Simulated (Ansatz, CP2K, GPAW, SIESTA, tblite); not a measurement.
## Random packing of Pb (141 atoms): runs against a plane-wave reference

Density of this cell: 11.0 g/cm³. The cell holds 141 atoms: 141 Pb. Cell: a = 16.375 Å, b = 16.375 Å, c = 16.375 Å, α = 90.0°, β = 90.0°, γ = 90.0°. 141 atoms (141 Pb) packed at random in a cube at 11 g/cm³ and pushed apart as soft spheres; a start for melting by ab initio MD, not an equilibrated structure. Then every atom was moved at random, 0.03 Å r.m.s. a Cartesian component.

Geometry: as built.

The reference, a calculation:

| Item | Value |
| --- | --- |
| method | Kohn-Sham DFT, PBE, PAW, plane waves (Ansatz 0.2.0); cutoff 420 eV, Γ point, fermi-dirac smearing of 0.05 eV; PAW set soft_2 |
| r.m.s. force component | 1.159 eV/Å |
| longest force | 4.235 eV/Å |
| pressure | 12.95 GPa |
| SCF cycles | 9 |
| time | 2.7 min on 16 threads of Arm Neoverse N1, shared host |
| CPU time | 42 min |

Q: Estimate the differences from the reference, the CPU time and the memory of each run.
- tblite GFN1-xTB (tblite 0.8.0; 1 thread)
- CP2K PBE, SZV-MOLOPT-SR, 350/50 Ry, diagonalisation (CP2K 2026.2; 2 threads)
- SIESTA PBE, DZP, shift 0.01 Ry, mesh 300 Ry (SIESTA 5.4.2; 4 MPI ranks)
- CP2K GFN1-xTB, diagonalisation (CP2K 2026.2; 1 thread)
- GPAW PBE, LCAO dzp, h 0.2 Å, other mixer settings (GPAW 26.7.0; 4 MPI ranks)
- CP2K PBE, DZVP-MOLOPT-SR, 350/50 Ry, diagonalisation (CP2K 2026.2; 4 MPI ranks)

Differences are against the plane-wave reference, forces as r.m.s. over components; share is that over the reference's r.m.s. force, slope the least-squares factor from reference forces to these. Total energies of different programs have different zeros and aren't compared.

| run | Δ force, r.m.s. (meV/Å) | share (%) | slope | Δ pressure (GPa) | cores | CPU time | memory (GiB) |
| --- | --- | --- | --- | --- | --- | --- | --- |
| reference | - | - | - | - | 16 | 42 min | 10 |
| tblite GFN1-xTB | 420 | 36.2 | 1.277 | 2.57 | 1 | 6.9 s | 0.24 |
| CP2K PBE, SZV-MOLOPT-SR, 350/50 Ry, diagonalisation (coarse) | 179 | 15.5 | 1.006 | 1.09 | 2 | 8.6 min | 5.7 |
| SIESTA PBE, DZP, shift 0.01 Ry, mesh 300 Ry | 176 | 15.1 | 1.143 | 1.04 | 4 | 51 min | 4.7 |
| CP2K GFN1-xTB, diagonalisation | 376 | 32.5 | 1.209 | 1.49 | 1 | 45 s | 0.24 |
| GPAW PBE, LCAO dzp, h 0.2 Å, other mixer settings | 84.9 | 7.33 | 1.071 | - | 4 | 64 min | 8.1 |
| CP2K PBE, DZVP-MOLOPT-SR, 350/50 Ry, diagonalisation | 114 | 9.87 | 0.911 | -1.06 | 4 | 21 min | 8.9 |

Rows marked coarse were listed beforehand as settings not expected to be converged; some can still land near the reference.

CPU time is summed over cores on a shared host, where runs went side by side, so it is rough. Symmetry, cutoffs, thresholds, outputs and thread counts weren't matched or tuned between programs; memory under MPI is the largest rank's times the ranks.

The PBE runs in local orbitals, coarse settings apart, differ by 7.3 % (GPAW PBE, LCAO dzp, h 0.2 Å, other mixer settings) to 15 % (SIESTA PBE, DZP, shift 0.01 Ry, mesh 300 Ry); basis, grid and potentials can all enter. Tight binding differs by 32 % (CP2K GFN1-xTB, diagonalisation) to 36 % (tblite GFN1-xTB); it is another model, with fitted parameters of its own, and the xTB methods hold dispersion. CP2K GFN1-xTB, diagonalisation needed 147 SCF steps, so its time overstates the method's usual cost. Runs with settings chosen to be coarse differ by 15 % (CP2K PBE, SZV-MOLOPT-SR, 350/50 Ry, diagonalisation), their programs' other errors included. Periodic xTB results under one method name differ between programs and library versions. The electronic-structure runs sample only Γ, in a cell whose shortest periodic width is 16 Å, which is coarse for a cell with partly filled levels.

[Hosts, paths, dates, database ids (printed as entryN), source tags and the programs' standing remarks are cut or masked in the printed files.]
